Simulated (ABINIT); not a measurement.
Records of electronic-structure calculations.

```cif
data_batio3
_symmetry_space_group_name_H-M 'P4mm'
_symmetry_Int_Tables_number 99
_cell_length_a 3.9905
_cell_length_b 3.9905
_cell_length_c 4.0230
_cell_angle_alpha 90.000
_cell_angle_beta 90.000
_cell_angle_gamma 90.000
_cell_volume 64.06
loop_
_atom_site_label
_atom_site_type_symbol
_atom_site_symmetry_multiplicity
_atom_site_Wyckoff_symbol
_atom_site_fract_x
_atom_site_fract_y
_atom_site_fract_z
_atom_site_occupancy
Ba1 Ba 1 a 0.00000 0.00000 0.00000 1
Ti1 Ti 1 b 0.50000 0.50000 0.52200 1
O1 O 1 b 0.50000 0.50000 0.97900 1
O2 O 2 c 0.50000 0.00000 0.48800 1
_calc_subject 'A GW chain in ABINIT: BaTiO3 (P4mm)'
_calc_method 'RPA screening on LDA, plane waves, norm-conserving pseudopotentials (and 2 further levels or steps)'
_calc_program 'ABINIT 10.8.3'
_calc_settings 'cutoff 38 Ha, PseudoDojo scalar-relativistic 0.4.1 standard, norm-conserving, potential set dojo-sr-lda-0.4.1-standard, ngkpt (2, 2, 2), nband 120, ecuteps 3.9 Ha, inclvkb 2, shiftk (0, 0, 0), symchi 1, awtr 1, frequency ppm, 2×2×2 k-mesh'
_calc_cost '5 runs, 3.2 min in all on 4 MPI ranks of Arm Neoverse V2, shared host'
_calc_notes 'The program’s warnings: nkpt*nsppol () is not a multiple of nproc spkpt (). The cell and positions come from the Crystallography Open Database and are kept as given unless a step says otherwise. Limits: no spin-orbit coupling. The 2×2×2 mesh is coarse for this cell, which bears on the long-range parts of exchange and screening.'
_calc_lda_gap '1.77 eV, indirect'
_calc_g0w0_gap_on_the_mesh '3.43 eV'
_calc_gw_settings '2×2×2 mesh, 120 bands, screening to 106.1 eV, Godby-Needs plasmon pole'
_calc_known_limits 'short of the basis limit; no spin-orbit coupling; coarse k mesh'
```

[Long decimals in the printed logs are rounded to 6 places.]

[Logs are printed without paths, hosts, clocks, repeated set-up lines and the standing remarks that a program may print on its own settings, such as how far it seeks lower states.]

[Paths, hosts, dates, memory and timing lines, banners, echoed tables and standing remarks are left out of the program output; an Ansatz launch command may be rebuilt from the run's recorded settings. Measured values are a selection of at most five: reports struck by readers or far from the other reports are left out. None is set beside runs whose start may be inverted or whose files or cutoffs have a known fault.]

[Runs of the session that timed out or met a known fault of the program may be left out.]

[Hosts, paths, dates, database ids (printed as entryN), source tags and the programs' standing remarks are cut or masked in the printed files.]

[G0W0 gaps are taken among the corrected bands and points alone; a level outside them can change the order at an edge.]

[Where Ansatz stands beside ABINIT at settings called matched, ABINIT's density can come from a denser mesh and the files from another edition; pairs whose starting gaps differed by over 0.03 eV were left out, so agreement reads better than it is.]
